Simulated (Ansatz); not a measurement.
# W wire along [100], 9 atoms a period: bands along the axis

Wanted: the relaxed geometry and the bands of the W wire along [100], 9 atoms a period.

Calculated with Ansatz 0.2.0; DFT PBE, plane waves, PAW; relaxation of a wire's period; PAW set soft_1, in the first sound run; inputs show where later runs differ.

### 1. The starting structure

The cell holds 9 atoms: 9 W. Cell: a = 13.140 Å, b = 13.140 Å, c = 3.170 Å, α = 90.0°, β = 90.0°, γ = 90.0°. Vacuum lies along a and b. The structure's axis is c.

### 2. Relaxing the period

Band widths follow the bond lengths, so the wire is relaxed first. The atoms and the third cell vector are free; the box across stays fixed as vacuum. A Fermi-Dirac smearing is set since the result may be a metal. The pressure printed is a third of the stress's trace over the whole box, vacuum included; only the stress along the axis is relaxed.

input.yaml

```yaml
crystal:
  lattice:
    - [13.14, 0.0, 0.0]
    - [0.0, 13.14, 0.0]
    - [0.0, 0.0, 3.17]
  atoms:
    - { symbol: W, position: [0.258751903, 0.5, 0.0] }
    - { symbol: W, position: [0.5, 0.258751903, 0.0] }
    - { symbol: W, position: [0.5, 0.5, 0.0] }
    - { symbol: W, position: [0.5, 0.741248097, 0.0] }
    - { symbol: W, position: [0.741248097, 0.5, 0.0] }
    - { symbol: W, position: [0.379375951, 0.379375951, 0.5] }
    - { symbol: W, position: [0.379375951, 0.620624049, 0.5] }
    - { symbol: W, position: [0.620624049, 0.379375951, 0.5] }
    - { symbol: W, position: [0.620624049, 0.620624049, 0.5] }
kpoints:
  mp_grid: { grid: [1, 1, 26] }
scf:
  occupations: { method: fermi_dirac, width: 0.05 }
hamiltonian:
  xc: pbe
  pseudopotentials: { kind: paw, azcp: { folder: soft_1 } }
relax:
  cell: { fix: [a, b, alpha, beta, gamma] }
  max_steps: 45
  f_tol: 0.03
```

Run with:

```console
ansatz run input.yaml --threads 4 --pin off --max-ram 16384MiB --backend cpu --events-out ev --progress --plain --runs-dir out
```

Numbers of over 12 decimals in the logs are rounded to 6 here.

The log of the run:

```text
Engine: ansatz 0.2.0, x86_64-unknown-linux-gnu
Pseudopotentials: kind: paw
Pseudopotential: W, paw, valence charge 14, recommended cutoff 420 eV (normal), soft_1/W.paw.azcp
Functional definition: PBE
  parameter kappa = 0.804
  parameter beta = 0.066725
  exchange = pbe_x(kappa = kappa, mu = beta*pi^2/3)
  correlation = pbe_c(beta = beta)
Crystal: 9 atoms, lattice volume = 547.331 Å³
Basis set: ecut = 420 eV, 10771 PW (Γ), exchange–correlation on 180×180×48 points (8 copies of the dense FFT grid, shifted against one another)
Bands: 76, of which v1, the nominal top of the filled ones, is band 63 counted from 1 (62 counted from 0)
Symmetry: 16 space group operations
Space group: P4/mmm (ITA 123), of the structure as read, at distance tolerance 8.2e-5 Å
k-points: 14 of 26
Non-local potential: W, projectors of the file, l = 0: 3, l = 1: 2, l = 2: 2, l = 3: 1
PAW form: soft (Blöchl's): semilocal exchange-correlation on the pseudo side does not see the compensation charge
PAW one-centre angular grid: W, 590 points (default); XC on 64 Gauss nodes
Initial density: superposition of atomic densities (neutral atoms: chi_scale 0, normalization atom)
Initial wavefunctions: pseudopotential atomic-orbital guess
Functional: x = pbe(κ = 0.804, μ = 0.219515), c = pbe(β = 0.066725)
SCF iter   1: F=—  HF=-93463.049201 eV  |F-HF|=—  |Δ(HF+E_count)|=         —  Δρ=4.15e-2  dr2=4.83e1  ethr=3.10e-3  ⟨swp⟩=9.2  Hψ=4978  notcnv=0
preconditioner: auto → LDOS  [metal: Δε(μ)=0.033 eV  Ē_g=4.279 eV  σ=0.050 eV  W_gap=0.16  n_scr=78 (ndim 8)  ℏωp=11.7 eV  f_vac=0.557  D(μ)=12.96/eV (n_scr^D=70)  β→1.0]
SCF iter   2: F=—  HF=-93459.922723 eV  |F-HF|=—  |Δ(HF+E_count)|=    3.13e0  Δρ=4.28e-2  dr2=5.86e1  ethr=3.10e-3  ⟨swp⟩=4.9  Hψ=3020  notcnv=0  defer=18
SCF iter   3: F=—  HF=-93455.648694 eV  |F-HF|=—  |Δ(HF+E_count)|=    4.27e0  Δρ=8.63e-3  dr2=2.15e0  ethr=3.10e-3  ⟨swp⟩=4.5  Hψ=2614  notcnv=0  defer=10
SCF iter   4: F=—  HF=-93455.487588 eV  |F-HF|=—  |Δ(HF+E_count)|=   1.61e-1  Δρ=3.05e-3  dr2=2.29e-1  ethr=1.71e-3  ⟨swp⟩=2.1  Hψ=1439  notcnv=0  defer=17
SCF iter   5: F=—  HF=-93455.462416 eV  |F-HF|=—  |Δ(HF+E_count)|=   2.52e-2  Δρ=1.18e-3  dr2=2.64e-2  ethr=1.82e-4  ⟨swp⟩=3.3  Hψ=1839  notcnv=0  defer=17
SCF iter   6: F=—  HF=-93455.463151 eV  |F-HF|=—  |Δ(HF+E_count)|=   7.35e-4  Δρ=6.30e-4  dr2=4.60e-3  ethr=2.09e-5  ⟨swp⟩=2.3  Hψ=1522  notcnv=0  defer=17
SCF iter   7: F=—  HF=-93455.463053 eV  |F-HF|=—  |Δ(HF+E_count)|=   9.88e-5  Δρ=1.95e-4  dr2=1.85e-4  ethr=3.65e-6  ⟨swp⟩=2.4  Hψ=1437  notcnv=0  defer=17
SCF iter   8: F=—  HF=-93455.463238 eV  |F-HF|=—  |Δ(HF+E_count)|=   1.85e-4  Δρ=8.02e-5  dr2=3.46e-5  ethr=1.47e-7  ⟨swp⟩=3.1  Hψ=1753  notcnv=0  defer=17
SCF iter   9: F=—  HF=-93455.463313 eV  |F-HF|=—  |Δ(HF+E_count)|=   7.48e-5  Δρ=2.63e-5  dr2=2.43e-6  ethr=2.74e-8  ⟨swp⟩=2.2  Hψ=1462  notcnv=0  defer=17
SCF iter  10: F=—  HF=-93455.463321 eV  |F-HF|=—  |Δ(HF+E_count)|=   7.74e-6  Δρ=7.15e-6  dr2=1.49e-7  ethr=1.93e-9  ⟨swp⟩=3.1  Hψ=1601  notcnv=0  defer=17
SCF iter  11: F=-93455.463321 eV  HF=-93455.463321 eV  |F-HF|=4.86e-8  |Δ(HF+E_count)|=   5.78e-7  Δρ=2.14e-6  dr2=1.99e-8  ethr=7.94e-11  ⟨swp⟩=5.5  Hψ=3794  notcnv=0
SCF 1 converged in 11 iterations: F = -93455.463321 eV  dr2 = 1.99e-8
  greatest PAW one-centre occupation: 0.999 electrons in one spin orbital (limit 2), on the W atom at site 2 (counted from 0), in its partial waves of l = 0
relax step   1: F+E_penalty+E_count = -93455.46332117 eV  Δ(F+E_penalty+E_count) = +0.000e0 eV  max|allowed force component| = 2.787e0 eV/Å  Δτ_max = 0.0000 Å  P = -6.372 GPa  Ω = 547.331 Å³  fix = [a, b, alpha, beta, gamma]  reactions: a -5.457, b -5.457 GPa  (11 SCF iters, dr2 threshold 1.00e-7 eV, accepted)
Crystal: 9 atoms, lattice volume = 531.044 Å³
Basis set: ecut = 420 eV, 10347 PW (Γ), exchange–correlation on 180×180×48 points (8 copies of the dense FFT grid, shifted against one another)
Initial density: handed on by an earlier stage of this run
Initial wavefunctions: those handed on with the density
SCF iter   1: F=—  HF=-93457.510696 eV  |F-HF|=—  |Δ(HF+E_count)|=         —  Δρ=1.59e-2  dr2=4.33e0  ethr=3.10e-3  ⟨swp⟩=12.1  Hψ=4823  notcnv=0
preconditioner: auto → LDOS  [metal: Δε(μ)=0.008 eV  Ē_g=4.181 eV  σ=0.050 eV  W_gap=0.04  n_scr=78 (ndim 8)  ℏωp=11.8 eV  f_vac=0.590  D(μ)=12.19/eV (n_scr^D=60)  β→1.0]
SCF iter   2: F=—  HF=-93457.324892 eV  |F-HF|=—  |Δ(HF+E_count)|=   1.86e-1  Δρ=9.89e-3  dr2=1.95e0  ethr=3.10e-3  ⟨swp⟩=3.3  Hψ=1863  notcnv=0  defer=15
SCF iter   3: F=—  HF=-93457.163641 eV  |F-HF|=—  |Δ(HF+E_count)|=   1.61e-1  Δρ=2.15e-3  dr2=8.95e-2  ethr=1.55e-3  ⟨swp⟩=2.6  Hψ=1596  notcnv=0  defer=15
SCF iter   4: F=—  HF=-93457.154143 eV  |F-HF|=—  |Δ(HF+E_count)|=   9.50e-3  Δρ=4.94e-4  dr2=1.53e-3  ethr=7.11e-5  ⟨swp⟩=2.4  Hψ=1905  notcnv=0  defer=15
SCF iter   5: F=—  HF=-93457.154772 eV  |F-HF|=—  |Δ(HF+E_count)|=   6.29e-4  Δρ=1.45e-4  dr2=1.76e-4  ethr=1.22e-6  ⟨swp⟩=2.9  Hψ=1952  notcnv=0  defer=15
SCF iter   6: F=—  HF=-93457.154876 eV  |F-HF|=—  |Δ(HF+E_count)|=   1.04e-4  Δρ=5.86e-5  dr2=2.89e-5  ethr=1.40e-7  ⟨swp⟩=2.4  Hψ=1557  notcnv=0  defer=15
SCF iter   7: F=—  HF=-93457.154890 eV  |F-HF|=—  |Δ(HF+E_count)|=   1.32e-5  Δρ=2.23e-5  dr2=4.82e-6  ethr=2.30e-8  ⟨swp⟩=2.1  Hψ=1437  notcnv=0  defer=15
SCF iter   8: F=-93457.154890 eV  HF=-93457.154891 eV  |F-HF|=4.30e-7  |Δ(HF+E_count)|=   1.08e-6  Δρ=6.73e-6  dr2=7.57e-7  ethr=7.14e-10  ⟨swp⟩=5.6  Hψ=4036  notcnv=0
SCF 2 converged in 8 iterations: F = -93457.154890 eV  dr2 = 7.57e-7
relax step   2: F+E_penalty+E_count = -93457.15489038 eV  Δ(F+E_penalty+E_count) = -1.692e0 eV  max|allowed force component| = 2.916e-1 eV/Å  Δτ_max = 0.1942 Å  P = +0.037 GPa  Ω = 531.044 Å³  energy of the carried Pulay correction = +2.141e-3 eV  fix = [a, b, alpha, beta, gamma]  reactions: a +0.409, b +0.409 GPa  (8 SCF iters, dr2 threshold 9.00e-7 eV, accepted)
Crystal: 9 atoms, lattice volume = 519.719 Å³
Basis set: ecut = 420 eV, 10083 PW (Γ), exchange–correlation on 180×180×48 points (8 copies of the dense FFT grid, shifted against one another)
iter 1 solved again at ethr=3.20e-4 eV; its pass at ethr=3.10e-3 eV (dr2=4.04e-1 eV) is discarded
SCF iter   1: F=—  HF=-93457.166772 eV  |F-HF|=—  |Δ(HF+E_count)|=         —  Δρ=4.81e-3  dr2=4.04e-1  ethr=3.20e-4  ⟨swp⟩=2.4  Hψ=5740  notcnv=0
preconditioner: auto → LDOS  [metal: Δε(μ)=0.007 eV  Ē_g=4.012 eV  σ=0.050 eV  W_gap=0.04  n_scr=78 (ndim 8)  ℏωp=12.0 eV  f_vac=0.582  D(μ)=8.81/eV (n_scr^D=44)  β→1.0]
SCF iter   2: F=—  HF=-93457.149073 eV  |F-HF|=—  |Δ(HF+E_count)|=   1.77e-2  Δρ=2.56e-3  dr2=2.20e-1  ethr=3.20e-4  ⟨swp⟩=3.3  Hψ=1739  notcnv=0
SCF iter   3: F=—  HF=-93457.131947 eV  |F-HF|=—  |Δ(HF+E_count)|=   1.71e-2  Δρ=6.75e-4  dr2=1.09e-2  ethr=1.74e-4  ⟨swp⟩=2.3  Hψ=1744  notcnv=0  defer=16
SCF iter   4: F=—  HF=-93457.131101 eV  |F-HF|=—  |Δ(HF+E_count)|=   8.47e-4  Δρ=1.97e-4  dr2=4.99e-4  ethr=8.65e-6  ⟨swp⟩=3.2  Hψ=1920  notcnv=0  defer=16
SCF iter   5: F=—  HF=-93457.131114 eV  |F-HF|=—  |Δ(HF+E_count)|=   1.34e-5  Δρ=6.31e-5  dr2=4.15e-5  ethr=3.96e-7  ⟨swp⟩=2.5  Hψ=1701  notcnv=0  defer=16
SCF iter   6: F=—  HF=-93457.131130 eV  |F-HF|=—  |Δ(HF+E_count)|=   1.65e-5  Δρ=2.24e-5  dr2=3.86e-6  ethr=3.29e-8  ⟨swp⟩=2.6  Hψ=1759  notcnv=0  defer=16
SCF iter   7: F=—  HF=-93457.131132 eV  |F-HF|=—  |Δ(HF+E_count)|=   1.56e-6  Δρ=8.88e-6  dr2=9.47e-7  ethr=7.14e-10  ⟨swp⟩=5.9  Hψ=4086  notcnv=0
SCF iter   8: F=-93457.131132 eV  HF=-93457.131132 eV  |F-HF|=4.63e-9  |Δ(HF+E_count)|=   7.18e-8  Δρ=2.44e-6  dr2=5.20e-8  ethr=7.14e-10  ⟨swp⟩=4.6  Hψ=3159  notcnv=0
SCF 3 converged in 8 iterations: F = -93457.131132 eV  dr2 = 5.20e-8
relax step   3: F+E_penalty+E_count = -93457.13113207 eV  Δ(F+E_penalty+E_count) = +2.376e-2 eV  max|allowed force component| = 2.998e-1 eV/Å  Δτ_max = 0.0670 Å  P = -0.054 GPa  Ω = 519.719 Å³  energy of the carried Pulay correction = +3.668e-3 eV  fix = [a, b, alpha, beta, gamma]  (8 SCF iters, dr2 threshold 9.00e-7 eV, rejected (line search))
Crystal: 9 atoms, lattice volume = 526.805 Å³
Basis set: ecut = 420 eV, 10275 PW (Γ), exchange–correlation on 180×180×48 points (8 copies of the dense FFT grid, shifted against one another)
iter 1 solved again at ethr=1.24e-4 eV; its pass at ethr=3.10e-3 eV (dr2=1.57e-1 eV) is discarded
SCF iter   1: F=—  HF=-93457.200682 eV  |F-HF|=—  |Δ(HF+E_count)|=         —  Δρ=2.85e-3  dr2=1.52e-1  ethr=1.24e-4  ⟨swp⟩=2.4  Hψ=5532  notcnv=0
preconditioner: auto → LDOS  [metal: Δε(μ)=0.021 eV  Ē_g=4.069 eV  σ=0.050 eV  W_gap=0.11  n_scr=78 (ndim 8)  ℏωp=11.9 eV  f_vac=0.587  D(μ)=9.44/eV (n_scr^D=44)  β→1.0]
SCF iter   2: F=—  HF=-93457.195101 eV  |F-HF|=—  |Δ(HF+E_count)|=   5.58e-3  Δρ=1.60e-3  dr2=9.06e-2  ethr=1.20e-4  ⟨swp⟩=2.9  Hψ=1655  notcnv=0
SCF iter   3: F=—  HF=-93457.187993 eV  |F-HF|=—  |Δ(HF+E_count)|=   7.11e-3  Δρ=4.64e-4  dr2=5.25e-3  ethr=7.19e-5  ⟨swp⟩=2.0  Hψ=1618  notcnv=0
SCF iter   4: F=—  HF=-93457.187485 eV  |F-HF|=—  |Δ(HF+E_count)|=   5.08e-4  Δρ=1.27e-4  dr2=1.53e-4  ethr=4.17e-6  ⟨swp⟩=3.1  Hψ=2035  notcnv=0
SCF iter   5: F=—  HF=-93457.187502 eV  |F-HF|=—  |Δ(HF+E_count)|=   1.72e-5  Δρ=4.45e-5  dr2=2.45e-5  ethr=1.21e-7  ⟨swp⟩=2.0  Hψ=1460  notcnv=0
SCF iter   6: F=—  HF=-93457.187515 eV  |F-HF|=—  |Δ(HF+E_count)|=   1.26e-5  Δρ=1.84e-5  dr2=2.83e-6  ethr=1.94e-8  ⟨swp⟩=2.9  Hψ=1826  notcnv=0
SCF iter   7: F=—  HF=-93457.187552 eV  |F-HF|=—  |Δ(HF+E_count)|=   3.77e-5  Δρ=5.87e-6  dr2=3.70e-7  ethr=2.24e-9  ⟨swp⟩=2.4  Hψ=1502  notcnv=0
SCF iter   8: F=—  HF=-93457.187553 eV  |F-HF|=—  |Δ(HF+E_count)|=   8.95e-8  Δρ=1.42e-6  dr2=1.33e-8  ethr=2.94e-10  ⟨swp⟩=2.3  Hψ=1472  notcnv=0
SCF iter   9: F=—  HF=-93457.187553 eV  |F-HF|=—  |Δ(HF+E_count)|=   1.11e-8  Δρ=4.14e-7  dr2=2.23e-9  ethr=1.05e-11  ⟨swp⟩=2.9  Hψ=2152  notcnv=0
SCF iter  10: F=-93457.187553 eV  HF=-93457.187553 eV  |F-HF|=1.46e-11  |Δ(HF+E_count)|=  5.53e-10  Δρ=1.08e-7  dr2=7.56e-11  ethr=1.00e-12  ⟨swp⟩=4.0  Hψ=4806  notcnv=0
SCF 4 converged in 10 iterations: F = -93457.187553 eV  dr2 = 7.56e-11
relax step   4: F+E_penalty+E_count = -93457.18755257 eV  Δ(F+E_penalty+E_count) = -3.266e-2 eV  max|allowed force component| = 2.884e-2 eV/Å  Δτ_max = 0.0311 Å  P = +0.045 GPa  Ω = 526.805 Å³  energy of the carried Pulay correction = +2.709e-3 eV  fix = [a, b, alpha, beta, gamma]  reactions: a +0.064, b +0.064 GPa  (10 SCF iters, accepted)
Initial wavefunctions: pseudopotential atomic-orbital guess (no wavefunctions were taken with the density)
iter 1 solved again at ethr=2.04e-6 eV; its pass at ethr=3.10e-3 eV (dr2=2.56e-3 eV) is discarded
SCF iter   1: F=—  HF=-93457.184883 eV  |F-HF|=—  |Δ(HF+E_count)|=         —  Δρ=5.58e-5  dr2=2.10e-6  ethr=2.04e-6  ⟨swp⟩=4.4  Hψ=7634  notcnv=0
eigensolver tolerance schedule: the retry pair's looser diagonalisation over-reported the residual by 1220.03 of it (diagonalisation noise at 4.04 of the residual, at the tolerance the schedule requests for it); recorded, not acted on — ethr = c·dr2/N_el stays at c = 1.0e-1
preconditioner: auto → LDOS  [metal: Δε(μ)=0.026 eV  Ē_g=4.055 eV  σ=0.050 eV  W_gap=0.13  n_scr=78 (ndim 8)  ℏωp=11.9 eV  f_vac=0.586  D(μ)=9.12/eV (n_scr^D=44)  β→1.0]
SCF iter   2: F=—  HF=-93457.184943 eV  |F-HF|=—  |Δ(HF+E_count)|=   5.97e-5  Δρ=6.41e-6  dr2=1.09e-7  ethr=1.67e-9  ⟨swp⟩=3.3  Hψ=2633  notcnv=0
SCF iter   3: F=—  HF=-93457.184943 eV  |F-HF|=—  |Δ(HF+E_count)|=   1.82e-8  Δρ=2.23e-6  dr2=4.24e-8  ethr=8.63e-11  ⟨swp⟩=2.7  Hψ=2027  notcnv=0
SCF iter   4: F=—  HF=-93457.184943 eV  |F-HF|=—  |Δ(HF+E_count)|=   8.60e-9  Δρ=6.36e-7  dr2=5.98e-9  ethr=3.37e-11  ⟨swp⟩=3.6  Hψ=2168  notcnv=0
SCF iter   5: F=-93457.184943 eV  HF=-93457.184943 eV  |F-HF|=8.73e-11  |Δ(HF+E_count)|=  5.68e-10  Δρ=1.18e-7  dr2=8.19e-11  ethr=1.00e-12  ⟨swp⟩=4.9  Hψ=4873  notcnv=0
SCF 5 converged in 5 iterations: F = -93457.184943 eV  dr2 = 8.19e-11
relax step   5: F+E_penalty+E_count = -93457.18494256 eV  Δ(F+E_penalty+E_count) = +2.610e-3 eV  max|allowed force component| = 2.923e-2 eV/Å  Δτ_max = 0.0000 Å  P = +0.044 GPa  Ω = 526.805 Å³  fix = [a, b, alpha, beta, gamma]  reactions: a +0.066, b +0.066 GPa  stress off target by 2.36e-3 GPa on what of the cell is left free  SCF on the basis re-selected at this cell (its energy is not comparable with the rows above)  (5 SCF iters)
basis re-selected at this cell: Δ(F+E_penalty+E_count) = +2.610e-3 eV, ΔP = -0.000 GPa vs the last step (what re-selecting the basis moved, of the pressure what is left beyond the Pulay correction that the steps carried, after the strain that the cell walked since its last selection, with what the two solves' SCF thresholds leave and, on support functions, any second-order correction that the steps lacked; it is no m [...]
SCF converged after 5 iterations
Free energy (F): -93457.184943 eV
Harris-Foulkes:  -93457.184943 eV  (|F-HF|=8.73e-11)
Internal energy: -93457.109661 eV  (E = F + TS)
E sigma→0 (E₀):  -93457.147302 eV
Entropy (-TS):   -0.075281 eV (-8.365 meV/atom)
Fermi energy:    3.030435 eV
--- Per-component energies (eV) ---
  E_band       = -3158.687705
  E_kinetic    = 3790.650315
  E_local      = -57589.965483  (includes V_loc(G=0)·N_el)
  E_nonlocal   = -220.031395
  E_hartree    = 27194.751563
  E_xc         = -2395.533029
  E_vxc        = -2063.222604  (∫ρ·V_xc dr)
  E_paw        = -77202.559901  (= ΣΔE_a)
  E_vpaw       = -1465.622235  (= ΣTr[D̂ρ^β])
  E_aug_tail   = 0.001363  (compensation charges beyond the density's cutoff)
  E_ewald      = 12965.576904
  E_smearing   = -0.075281  (= −TS)
  E_closure    = 0.000000  (closes the sum)
  Σ components = -93457.184943   (vs F -93457.184943, Δ=0.00e0)
--- Forces (eV/Å), atoms counted from 1 ---
  atom   1  W     -0.02923058     0.00000000     0.00000000
  atom   2  W      0.00000000    -0.02923058     0.00000000
  atom   3  W      0.00000000     0.00000000     0.00000000
  atom   4  W      0.00000000     0.02923058     0.00000000
  atom   5  W      0.02923058     0.00000000     0.00000000
  atom   6  W      0.02542680     0.02542680     0.00000000
  atom   7  W      0.02542680    -0.02542680     0.00000000
  atom   8  W     -0.02542680     0.02542680     0.00000000
  atom   9  W     -0.02542680    -0.02542680     0.00000000
  max |Σ_I F_I| component: 2.08e-17 eV/Å
--- Stress (GPa, compression-positive) ---
        0.065554       0.000000       0.000000
        0.000000       0.065554       0.000000
        0.000000       0.000000       0.002362
  P = ⅓ Tr σ = 0.0445 GPa (0.445 kbar)
--- Relaxed structure (4 steps of the walk, 3 accepted, 1 SCFs on fresh bases) ---
  F+E_penalty+E_count = -93457.18494256 eV   max|allowed force component| = 2.923e-2 eV/Å   (the final SCF, on the basis selected at the relaxed cell)
  cell:  # Å, volume = 526.8053 Å³
    - [13.14, 0.0, 0.0]
    - [0.0, 13.14, 0.0]
    - [0.0, 0.0, 3.051121]
  atoms:
    - { symbol: W, position: [0.273519, 0.5, 0.0] }
    - { symbol: W, position: [0.5, 0.273519, 0.0] }
    - { symbol: W, position: [0.5, 0.5, 0.0] }
    - { symbol: W, position: [0.5, 0.726481, 0.0] }
    - { symbol: W, position: [0.726481, 0.5, 0.0] }
    - { symbol: W, position: [0.378830, 0.378830, 0.5] }
    - { symbol: W, position: [0.378830, 0.621170, 0.5] }
    - { symbol: W, position: [0.621170, 0.378830, 0.5] }
    - { symbol: W, position: [0.621170, 0.621170, 0.5] }
```

The job ended after 44 s (4 threads of AMD EPYC 7R13 (Zen 3), shared host; peak memory 1.5 GiB; 2.5 min of CPU time).

(Continued in part 2 of 2.)

[Logs are printed without paths, hosts, clocks, repeated set-up lines and the standing remarks that a program may print on its own settings, such as how far it seeks lower states.]

[Hosts, paths, dates, database ids (printed as entryN), source tags and the programs' standing remarks are cut or masked in the printed files.]
